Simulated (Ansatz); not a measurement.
# Direct or indirect: WS2F2 sheet (Amm2)

```
CELL_PARAMETERS angstrom
5.98277 -0.32754 0.00000
-0.35265 5.98135 0.00000
0.00000 0.00000 18.15000
ATOMIC_POSITIONS crystal
W 0.04298 0.95702 0.50000
S 0.39838 0.03253 0.50000
S 0.96747 0.60162 0.50000
F 0.93408 0.06592 0.41327
F 0.93408 0.06592 0.58673
```

Method: Ansatz, PBE, independent particles, without spin-orbit coupling, line width 0.1 eV (Gaussian). The band structure gives a fundamental gap of 2.27 eV. The spectrum of vertical transitions near the edge:

| E (eV) | absorbance (%), E ∥ xy |
| --- | --- |
| 1.80 | 0.00 |
| 1.92 | 0.00 |
| 2.04 | 0.00 |
| 2.16 | 0.14 |
| 2.28 | 1.11 |
| 2.40 | 1.93 |
| 2.52 | 2.04 |
| 2.64 | 2.28 |
| 2.76 | 3.07 |
| 2.88 | 2.84 |
| 3.00 | 0.82 |
| 3.12 | 0.05 |
| 3.24 | 0.00 |
| 3.36 | 0.00 |
| 3.48 | 0.01 |

(1) Is the gap direct or indirect, and about where do vertical transitions set in?

Results:

(1) Direct: the band path has its least direct gap at the fundamental one, 2.27 eV, and the curves rise from there. Lines are broadened by 0.1 eV, which spreads the edge.

Note: cells built here by substitution need not match a known phase.

[Logs are printed without paths, hosts, clocks, repeated set-up lines and the standing remarks that a program may print on its own settings, such as how far it seeks lower states.]
